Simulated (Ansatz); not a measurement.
**G0W0 on several functionals: SiC (P6_3mc)**

One-shot GW is not self-consistent; how far does the start matter for SiC (P6_3mc)?

Program: Ansatz 0.2.0. Level of theory: G0W0 on several functionals, plane waves, PAW. Results are calculated unless marked as measured.

In doubt: masses and optical values from hybrid runs of this build are listed as unsure (step 4), which bears on the screening that GW takes from such a start.

## Step 1: Starting point

Symmetry: P6_3mc, No. 186, hexagonal system. The conventional cell has a = 3.074 Å, b = 3.074 Å, c = 5.045 Å, α = 90.00°, β = 90.00°, γ = 120.00°. Nearest to Si lie 4 C at 1.88 to 1.90 Å. Nearest to C lie 4 Si at 1.88 to 1.90 Å. Farther neighbours are not listed.

The cell and positions are those that the Materials Project relaxed with its own functionals (PBE, PBE+U or r2SCAN), kept fixed.

## Step 2: G0W0 on PBE

Now the one-shot GW correction: screening in the RPA, then the self-energy of the levels asked for. This step takes PAW set soft_1 files.

This step: G0W0 on PBE, plane waves, PAW; PAW set soft_1.

File input.yaml:

```yaml
crystal:
  lattice:
    - [3.0735139282, 0.0, 0.0]
    - [-1.5367569641, 2.6617411407, 0.0]
    - [0.0, 0.0, 5.04524771]
  atoms:
    - { symbol: Si, position: [0.33333333, 0.66666667, 0.4996024] }
    - { symbol: Si, position: [0.66666667, 0.33333333, 0.9996024] }
    - { symbol: C, position: [0.33333333, 0.66666667, 0.8753976] }
    - { symbol: C, position: [0.66666667, 0.33333333, 0.3753976] }
kpoints:
  mp_grid: { grid: [6, 6, 4] }
hamiltonian:
  xc: pbe
  pseudopotentials: { kind: paw, azcp: { folder: soft_1 } }
scf:
  occupations: { method: fixed }
gw:
  n_empty_bands: 123
  ecut_chi: 120
  qp_bands: [v2, c2]
  qp_kpoints: band_edges
  screening: { model: contour_deformation }
```

Run with:

```bash
> ansatz run input.yaml --threads 3 --pin off --max-ram 92160MiB --backend cuda --events-out ev --progress --plain --runs-dir out --devices 1 --max-vram 13GiB
```

Numbers of over 12 decimals in the logs are rounded to 6 here.

Log:

```text
GPUs: using 1 of 1 available (devices: 1).
Engine: ansatz 0.2.0, x86_64-unknown-linux-gnu
Pseudopotentials: kind: paw
Pseudopotential: Si, paw, valence charge 4, recommended cutoff 420 eV (normal), soft_1/Si.paw.azcp
Pseudopotential: C, paw, valence charge 4, recommended cutoff 420 eV (normal), soft_1/C.paw.azcp
Functional definition: PBE
  parameter kappa = 0.804
  parameter beta = 0.066725
  exchange = pbe_x(kappa = kappa, mu = beta*pi^2/3)
  correlation = pbe_c(beta = beta)
device memory: the entry about to start is reckoned to put 0.5 GiB on a device that reports 38.3 GiB free (of which the cap on the GPU budget leaves the run 13.0 GiB)
GPU FFT provider: cuFFT
GPU libraries: cuBLAS 13.8.2, cuFFT 12.4.0, cuSOLVER 12.3.4
Crystal: 4 atoms, lattice volume = 41.275 Å³
Basis set: ecut = 420 eV, 785 PW (Γ)
Bands: 12, of which v1, the nominal top of the filled ones, is band 8 counted from 1 (7 counted from 0)
Symmetry: 12 space group operations
Space group: P63mc (ITA 186), of the structure as read, at distance tolerance 3.5e-5 Å
k-points: 21 of 144 (time reversal used)
Non-local potential: Si, projectors of the file, l = 0: 2, l = 1: 2, l = 2: 1
Non-local potential: C, projectors of the file, l = 0: 2, l = 1: 2, l = 2: 1
PAW form: soft (Blöchl's): semilocal exchange-correlation on the pseudo side does not see the compensation charge
PAW one-centre angular grid: Si, 110 points (default); XC on 64 Gauss nodes
PAW one-centre angular grid: C, 110 points (default); XC on 64 Gauss nodes
Initial density: superposition of atomic densities (chi_scale 0.1, normalization cell, long waves kept (reshape's long-wave potential 0.00 eV rms))
Initial wavefunctions: pseudopotential atomic-orbital guess
GPU buffer pool allocated for 20736 grid points (all kernels)
GPU transforms: local potential and band sums: pruned to the plane-wave sphere, on 24×24×36
Functional: x = pbe(κ = 0.804, μ = 0.219515), c = pbe(β = 0.066725)
SCF iter   1: F=—  HF=-1777.330936 eV  |F-HF|=—  |Δ(HF+E_count)|=         —  Δρ=1.39e-1  dr2=9.76e0  ethr=3.10e-3  ⟨swp⟩=4.4  Hψ=1469  notcnv=0  defer=36
preconditioner: auto → none  [insulator: Δε(μ)=4.365 eV  Ē_g=12.793 eV  n_scr=2 (ndim 8)  ℏωp=23.1 eV  f_vac=0.000  ε∞_Penn≈4.3]
SCF iter   2: F=—  HF=-1774.445334 eV  |F-HF|=—  |Δ(HF+E_count)|=    2.89e0  Δρ=4.90e-2  dr2=6.03e-1  ethr=3.10e-3  ⟨swp⟩=3.5  Hψ=765  notcnv=0  defer=35
SCF iter   3: F=—  HF=-1774.299317 eV  |F-HF|=—  |Δ(HF+E_count)|=   1.46e-1  Δρ=1.97e-2  dr2=8.26e-2  ethr=3.10e-3  ⟨swp⟩=2.9  Hψ=591  notcnv=0  defer=37
SCF iter   4: F=—  HF=-1774.295142 eV  |F-HF|=—  |Δ(HF+E_count)|=   4.17e-3  Δρ=1.43e-3  dr2=6.66e-4  ethr=5.16e-4  ⟨swp⟩=2.0  Hψ=296  notcnv=0  defer=40
SCF iter   5: F=—  HF=-1774.295303 eV  |F-HF|=—  |Δ(HF+E_count)|=   1.61e-4  Δρ=2.06e-4  dr2=6.06e-6  ethr=4.16e-6  ⟨swp⟩=2.6  Hψ=460  notcnv=0  defer=40
SCF iter   6: F=—  HF=-1774.295312 eV  |F-HF|=—  |Δ(HF+E_count)|=   9.39e-6  Δρ=4.12e-5  dr2=4.98e-7  ethr=3.79e-8  ⟨swp⟩=2.0  Hψ=420  notcnv=0  defer=2
SCF iter   7: F=-1774.295312 eV  HF=-1774.295312 eV  |F-HF|=4.90e-9  |Δ(HF+E_count)|=   1.54e-7  Δρ=7.05e-6  dr2=1.11e-8  ethr=6.25e-10  ⟨swp⟩=5.8  Hψ=1280  notcnv=0
SCF 1 converged in 7 iterations: F = -1774.295312 eV  dr2 = 1.11e-8
  greatest PAW one-centre occupation: 0.647 electrons in one spin orbital (limit 2), on the C atom at site 3 (counted from 0), in its partial waves of l = 0
device memory: the entry about to start is reckoned to put 0.5 GiB on a device that reports 38.2 GiB free (of which the cap on the GPU budget leaves the run 13.0 GiB)
NSCF: frozen V_eff on 21 k-points, pencils in batches of 32, up to order 48
the band table was solved once the SCF had ended and its energy, with any forces and stress, was formed, with the checks that follow a solve (1669 applications of the Hamiltonian). They found nothing against the state; the energy, forces and stress were not computed again (output.eigenvalues in the input reference)
device memory: the entry about to start is reckoned to put 2.4 GiB on a device that reports 38.0 GiB free (of which the cap on the GPU budget leaves the run 13.0 GiB)
NSCF: frozen V_eff on 21 k-points
G₀W₀ screening: q 1/21
[... further progress lines ...]
SCF converged after 7 iterations
Free energy (F): -1774.295312 eV
Harris-Foulkes:  -1774.295312 eV  (|F-HF|=4.90e-9)
Internal energy: -1774.295312 eV  (E = F + TS)
E sigma→0 (E₀):  -1774.295312 eV
Fermi energy:    9.665993 eV
--- Per-component energies (eV) ---
  E_band       = 57.921057
  E_kinetic    = 267.207692
  E_local      = -192.333248  (includes V_loc(G=0)·N_el)
  E_nonlocal   = 90.303613
  E_hartree    = 64.569135
  E_xc         = -211.505005
  E_vxc        = -217.611789  (∫ρ·V_xc dr)
  E_paw        = -1223.291950  (= ΣΔE_a)
  E_vpaw       = -18.784294  (= ΣTr[D̂ρ^β])
  E_aug_tail   = 0.000106  (compensation charges beyond the density's cutoff)
  E_ewald      = -569.245654
  E_smearing   = -0.000000  (= −TS)
  E_closure    = 0.000000  (closes the sum)
  Σ components = -1774.295312   (vs F -1774.295312, Δ=0.00e0)
--- Band table (eV; the first three rows and the last of 21) ---
  k-point 0: bands = [... 4 lower, 8.3476, 9.5530, 9.6660, 9.6660, 14.4813, 15.8703, 16.3432, 16.3432]
  k-point 1: bands = [... 4 lower, 8.5157, 8.5157, 9.4441, 9.4441, 14.7627, 16.4636, 16.4636, 16.6945]
  k-point 2: bands = [... 4 lower, 8.9531, 8.9531, 8.9531, 8.9531, 15.5712, 15.5712, 17.0247, 17.0247]
  k-point 20: bands = [... 4 lower, 4.0121, 4.0121, 7.9245, 7.9245, 14.7419, 14.7419, 15.6836, 15.6836]
--- G₀W₀: contour deformation, 6 samples at zero and on the imaginary axis and 1 off it, 144 q-points, 123 empty bands' worth ---
  eigenvalues of the whole cell's RPA ε∞ on this k-mesh (on a slab, of 1 + 4πα/V) = 6.8195, 6.9374, 6.9374; static W/v taken at q = 0 is 0.144828
  bands read: the sum over 131 bands ends inside a degenerate multiplet in 9 slots, whose members it reads at an even weight; the widest, k=2: bands 129 to 132 (counted from 1) at 3/4 each
  gw.qp_kpoints: band_edges: 12 of 21 stored k-points solved, in 1 pass; an edge of the gap read off the rows below is read off those points alone
    valence top: of the k-points left out ik 2 came nearest to being solved in a further pass, in band 8 (counted from 1, as in the quasiparticle table): it holds the edge there only if its correction is more favourable than any solved in that band by at least 0.713 eV; those differ by 0.302 eV
    conduction bottom: of the k-points left out ik 11 came nearest to being solved in a further pass, in band 9 (counted from 1, as in the quasiparticle table): it holds the edge there only if its correction is more favourable than any solved in that band by at least 1.015 eV; those differ by 0.339 eV
    ik  band        ε_KS         Σx   Σc(E_QP)       V_xc       Z   E_QP_lin       E_QP  E_QP is
     0     7      9.6660   -18.3642     2.0896   -15.8111  0.7907     9.2011     9.2025  root
     0     8      9.6660   -18.3642     2.0896   -15.8111  0.7907     9.2011     9.2025  root
     0     9     14.4813    -9.2037    -4.7196   -14.5076  0.8043    15.0682    15.0656  root
     0    10     15.8703    -9.2913    -5.1495   -15.0286  0.7873    16.4618    16.4581  root
     1     7      9.4441   -18.4251     2.1608   -15.7761  0.7900     8.9544     8.9560  root
     1     8      9.4441   -18.4251     2.1608   -15.7761  0.7900     8.9544     8.9560  root
     1     9     14.7627    -9.1140    -4.7816   -14.4883  0.8032    15.3581    15.3554  root
     1    10     16.4636    -7.6536    -5.0768   -13.3398  0.7994    17.0767    17.0730  root
     3     7      9.1919   -18.2942     2.1239   -15.6684  0.7898     8.6882     8.6900  root
     3     8      9.3784   -18.5088     2.1806   -15.8343  0.7897     8.8828     8.8845  root
     3     9     14.5490    -7.9213    -4.6808   -13.1027  0.8082    15.0516    15.0496  root
     3    10     16.4315    -8.5464    -5.2421   -14.4173  0.7873    17.0648    17.0602  root
     4     7      8.5907   -18.2188     2.3045   -15.3522  0.7874     8.0262     8.0287  root
     4     8      9.0578   -18.4664     2.2577   -15.6827  0.7888     8.5299     8.5319  root
     4     9     14.4751    -7.7264    -4.6815   -12.8949  0.8087    14.9639    14.9620  root
     4    10     16.1163    -7.4899    -5.0472   -13.1146  0.7977    16.6970    16.6938  root
     6     7      7.8260   -17.8818     2.3735   -14.8976  0.7851     7.2121     7.2153  root
     6     8      8.7532   -18.6103     2.3592   -15.6975  0.7873     8.1973     8.1997  root
     6     9     13.0419    -7.4609    -4.3612   -12.2175  0.8164    13.4383    13.4372  root
     6    10     14.5685    -7.0123    -4.6660   -12.1444  0.8046    15.0365    15.0346  root
     7     7      8.1179   -18.3398     2.4319   -15.3096  0.7849     7.5167     7.5196  root
     7     8      8.3467   -18.5217     2.4549   -15.4762  0.7857     7.7533     7.7561  root
     7     9     13.0112    -7.5959    -4.3391   -12.3263  0.8149    13.4035    13.4025  root
     7    10     14.0498    -7.1442    -4.5968   -12.1747  0.8103    14.4849    14.4835  root
[...]
18     7      5.6144   -18.1175     3.1681   -14.1997  0.7645     4.8576     4.8648  root
    18     8      5.8259   -18.0930     3.1568   -14.1707  0.7673     5.0524     5.0603  root
    18     9     11.9367    -6.2343    -4.0911   -10.5794  0.8219    12.1911    12.1908  root
    18    10     17.8392    -6.7476    -5.5531   -12.8836  0.7724    18.4272    18.4221  root
    20     7      7.9245   -18.6496     2.5370   -15.4976  0.7834     7.3063     7.3096  root
    20     8      7.9245   -18.6496     2.5370   -15.4976  0.7834     7.3063     7.3096  root
    20     9     14.7419    -7.9195    -4.7005   -13.1495  0.8086    15.2736    15.2714  root
    20    10     14.7419    -7.9195    -4.7005   -13.1495  0.8086    15.2736    15.2714  root
```

Wall time 18 s (1 × NVIDIA H100 80GB HBM3 (shared by 6 runs) with 3 threads of AMD EPYC 7R13 (Zen 3), shared host); peak memory 1.1 GiB; 20 s of CPU time.

In the SCF lines HF is the Harris–Foulkes energy and dr2 the Hartree energy of the density residual, in eV; the loop may stop once dr2 is under the threshold and the program's other checks hold. Hψ counts applications of the Hamiltonian.

This step gave:

```yaml
bands_summed: 131
rpa_eps_infinity_on_this_mesh_eigenvalues: 6.819, 6.937, 6.937
plane_waves_in_the_screening_matrix: 135
q_points_in_the_mesh: 144
g0w0_gap_on_the_mesh: 2.988 eV
k_of_the_valence_top: 0, 0, 0
k_of_the_conduction_bottom: 0.3333, 0.3333, 0
starting_gap_on_the_mesh: 2.271 eV
z_at_the_valence_top: 0.7907
z_at_the_conduction_bottom: 0.8219
least_direct_g0w0_gap_on_the_computed_points: 4.922 eV
```

The gap on the mesh goes from 2.27 eV to 2.99 eV, a correction of +0.72 eV. Between the two edge states, bare exchange in place of the xc potential would open the gap by 6.90 eV, and correlation takes back 6.18 eV.

## Step 3: G0W0 on r2SCAN

The same correction from a different start measures what one shot leaves open.

This step: G0W0 on r2SCAN, plane waves, PAW; PAW set soft_1.

Edit input.yaml of step 2 so:

```diff
@@ -13,3 +13,3 @@
 hamiltonian:
-  xc: pbe
+  xc: r2scan
   pseudopotentials: { kind: paw, azcp: { folder: soft_1 } }
```

Log:

```text
GPUs: using 1 of 1 available (devices: 1).
[...]
GPU FFT provider: cuFFT
GPU libraries: cuBLAS 13.8.2, cuFFT 12.4.0, cuSOLVER 12.3.4
Crystal: 4 atoms, lattice volume = 41.275 Å³
Basis set: ecut = 500 eV, 1099 PW (Γ), exchange–correlation on 96×96×160 points (64 copies of the dense FFT grid, shifted against one another)
Bands: 12, of which v1, the nominal top of the filled ones, is band 8 counted from 1 (7 counted from 0)
[... 1 set-up line as in the run before ...]
[...]
k-points: 21 of 144 (time reversal used)
[...]
GPU buffer pool allocated for 23040 grid points (all kernels)
[...]
SCF iter   1: F=—  HF=-1784.851136 eV  |F-HF|=—  |Δ(HF+E_count)|=         —  Δρ=1.34e-1  dr2=9.08e0  dr2_τ=1.05e0  ethr=3.10e-3  ⟨swp⟩=4.1  Hψ=1499  notcnv=0  defer=36
[...]
SCF iter   7: F=-1782.634861 eV  HF=-1782.634861 eV  |F-HF|=1.14e-9  |Δ(HF+E_count)|=   3.86e-7  Δρ=4.10e-6  dr2=3.38e-9  dr2_τ=2.81e-10  ethr=6.25e-10  ⟨swp⟩=6.1  Hψ=1445  notcnv=0
SCF 1 converged in 7 iterations: F = -1782.634861 eV  dr2 = 3.38e-9
[...]
NSCF: frozen V_eff on 21 k-points, pencils in batches of 32, up to order 48
[...]
NSCF: frozen V_eff on 21 k-points
G₀W₀ screening: q 1/21
[... further progress lines ...]
SCF converged after 7 iterations
Free energy (F): -1782.634861 eV
[...]
Internal energy: -1782.634861 eV  (E = F + TS)
E sigma→0 (E₀):  -1782.634861 eV
Fermi energy:    9.553555 eV
[...]
--- Band table (eV; the first three rows and the last of 21) ---
  k-point 0: bands = [... 4 lower, 8.1671, 9.4414, 9.5536, 9.5536, 14.9292, 16.3084, 16.7484, 16.7484]
  k-point 1: bands = [... 4 lower, 8.3440, 8.3440, 9.3204, 9.3204, 15.2196, 16.8665, 16.8665, 17.1817]
  k-point 2: bands = [... 4 lower, 8.8041, 8.8041, 8.8041, 8.8041, 16.0481, 16.0481, 17.4455, 17.4455]
  k-point 20: bands = [... 4 lower, 3.7108, 3.7108, 7.7283, 7.7283, 15.1416, 15.1416, 16.1091, 16.1091]
[...]
0     7      9.5536   -18.4084     2.0770   -15.9600  0.8021     9.1813     9.1821  root
     0     8      9.5536   -18.4084     2.0770   -15.9600  0.8021     9.1813     9.1821  root
     0     9     14.9292    -9.0550    -4.5816   -13.9922  0.8150    15.2856    15.2847  root
     0    10     16.3084    -9.1254    -4.9812   -14.4925  0.7993    16.6956    16.6944  root
     1     7      9.3204   -18.4678     2.1442   -15.9337  0.8014     8.9296     8.9306  root
     1     8      9.3204   -18.4678     2.1442   -15.9337  0.8014     8.9296     8.9306  root
     1     9     15.2196    -8.9728    -4.6367   -13.9674  0.8140    15.5784    15.5775  root
     1    10     16.8665    -7.5779    -4.8813   -12.8654  0.8108    17.2741    17.2727  root
[...]
20     7      7.7283   -18.6939     2.5007   -15.7168  0.7947     7.2501     7.2518  root
    20     8      7.7283   -18.6939     2.5007   -15.7168  0.7947     7.2501     7.2518  root
    20     9     15.1416    -7.8150    -4.5523   -12.6982  0.8190    15.4733    15.4725  root
    20    10     15.1416    -7.8150    -4.5523   -12.6982  0.8190    15.4733    15.4725  root
```

The job ended after 21 s (1 × NVIDIA H100 80GB HBM3 (shared by 6 runs) with 3 threads; peak memory 1.2 GiB; 21 s of CPU time).

This step gave:

```
bands summed                                 : 131
RPA ε∞ on this mesh (eigenvalues)            : 6.204, 6.248, 6.248
plane waves in the screening matrix          : 135
q-points in the mesh                         : 144
G0W0 gap on the mesh                         : 3.158 eV
k of the valence top                         : 0, 0, 0
k of the conduction bottom                   : 0.3333, 0.3333, 0
starting gap on the mesh                     : 2.645 eV
Z at the valence top                         : 0.8021
Z at the conduction bottom                   : 0.8313
least direct G0W0 gap on the computed points : 5.137 eV
```

Against the run with 6×6×4 mesh, 123 empty bands, screening to 120 eV, PAW set soft_1 files on PBE, the gap moves by +0.17 eV, while the start moved by +0.37 eV.

## Step 4: G0W0 on HSE06

This step: G0W0 on HSE06, plane waves, PAW; PAW set soft_1.

Edit input.yaml of step 3 so:

```diff
@@ -13,3 +13,3 @@
 hamiltonian:
-  xc: r2scan
+  xc: hse06
   pseudopotentials: { kind: paw, azcp: { folder: soft_1 } }
```

Log:

```text
GPUs: using 1 of 1 available (devices: 1).
[...]
davidson cushion auto → on  (no smearing: the cushion is to keep the highest requested band from converging to the state above it; pin scf.eigensolver.cushion to override)
[...]
GPU FFT provider: cuFFT
GPU libraries: cuBLAS 13.8.2, cuFFT 12.4.0, cuSOLVER 12.3.4
Crystal: 4 atoms, lattice volume = 41.275 Å³
Basis set: ecut = 420 eV, 785 PW (Γ)
[...]
1     9     15.3534    -8.9150    -4.5660   -13.7477  0.8241    15.6206    15.6201  root
     1    10     17.1100    -7.5106    -4.7947   -12.5586  0.8217    17.3638    17.3633  root
[...]
20     7      7.1692   -18.6949     2.3597   -16.2116  0.8065     7.0455     7.0456  root
    20     8      7.1692   -18.6949     2.3597   -16.2116  0.8065     7.0455     7.0456  root
    20     9     15.2807    -7.7511    -4.4895   -12.4783  0.8288    15.5188    15.5184  root
    20    10     15.2807    -7.7511    -4.4895   -12.4783  0.8288    15.5188    15.5184  root
[key lines of the parts left out:]
Free energy (F): -1775.568578 eV
Fermi energy:    9.076488 eV
```

Elapsed: 28 s, on 1 × NVIDIA H100 80GB HBM3 (shared by 6 runs) with 3 threads; peak memory 1.4 GiB; 20 s of CPU time.

Numbers from this step:

```
bands summed                                 : 131
RPA ε∞ on this mesh (eigenvalues)            : 5.676, 5.696, 5.696
plane waves in the screening matrix          : 135
G0W0 gap on the mesh                         : 3.373 eV
k of the valence top                         : 0, 0, 0
k of the conduction bottom                   : 0.3333, 0.3333, 0
starting gap on the mesh                     : 3.158 eV
least direct G0W0 gap on the computed points : 5.365 eV
```

Against the run with 6×6×4 mesh, 123 empty bands, screening to 120 eV, PAW set soft_1 files on r2SCAN, the gap moves by +0.22 eV, while the start moved by +0.51 eV.

## Step 5: The starts together

All on the 6×6×4 mesh with 123 empty bands and screening to 120 eV. Times are wall times on 1 × NVIDIA H100 80GB HBM3 (shared by 6 runs) with 3 threads of AMD EPYC 7R13 (Zen 3), shared host, good to a factor of about two.

| start | starting gap (eV) | shift (eV) | G0W0 gap (eV) | RPA ε∞ (harmonic mean) | Z (valence, conduction) | time |
| --- | --- | --- | --- | --- | --- | --- |
| PBE | 2.27 | +0.72 | 2.99 | 6.90 | 0.79, 0.82 | 18 s |
| r2SCAN | 2.64 | +0.51 | 3.16 | 6.23 | 0.80, 0.83 | 21 s |
| HSE06 | 3.16 | +0.22 | 3.37 | 5.69 | 0.81, 0.84 | 28 s |

The parts of the quasiparticle energy at the two band edges (eV; QP = start + Σx + Σc − Vxc):

| run | edge | start | Σx | Σc | Vxc | Z | QP |
| --- | --- | --- | --- | --- | --- | --- | --- |
| PBE | valence top | 9.67 | -18.36 | 2.09 | -15.81 | 0.79 | 9.20 |
| PBE | conduction bottom | 11.94 | -6.23 | -4.09 | -10.58 | 0.82 | 12.19 |
| r2SCAN | valence top | 9.55 | -18.41 | 2.08 | -15.96 | 0.80 | 9.18 |
| r2SCAN | conduction bottom | 12.20 | -6.16 | -4.00 | -10.30 | 0.83 | 12.34 |
| HSE06 | valence top | 9.08 | -18.43 | 1.97 | -16.38 | 0.81 | 8.99 |
| HSE06 | conduction bottom | 12.23 | -6.06 | -3.98 | -10.17 | 0.84 | 12.37 |

For a hybrid start, Vxc holds its share of exact exchange.

## Step 6: Summary of results

| Item | Value |
| --- | --- |
| G0W0@PBE | 2.99 eV (start 2.27 eV) |
| G0W0@r2SCAN | 3.16 eV (start 2.64 eV) |
| G0W0@HSE06 | 3.37 eV (start 3.16 eV) |
| known limits | not at the basis limit |

In words: The starting gaps span 0.89 eV and the G0W0 gaps 0.38 eV. Between PBE and HSE06, 0.38 eV of the 0.89 eV survives, 43 %. HSE06 screens less than PBE (ε∞ 5.69 against 6.90). Of the 0.38 eV by which its G0W0 gap is higher, the correlation part gives +0.23 eV, and exchange with the one-particle terms, which follow the orbitals, +0.16 eV. The smallest correction, +0.22 eV, is on HSE06, the start nearest to reproducing itself. Bands and cutoff are finite, so the gap is not at the basis limit. The miss can reach some tenths of an eV and take either sign; the mesh is an error of its own.

[Paths, hosts, dates, memory and timing lines, banners, echoed tables and standing remarks are left out of the program output.]

[Logs are printed without paths, hosts, clocks, repeated set-up lines and the standing remarks that a program may print on its own settings, such as how far it seeks lower states.]

[Runs of the session that timed out or met a known fault of the program may be left out.]

[Cells called generated may have been cut or substituted from an entry of the Crystallography Open Database or the Materials Project.]

[Hosts, paths, dates, database ids (printed as entryN), source tags and the programs' standing remarks are cut or masked in the printed files.]
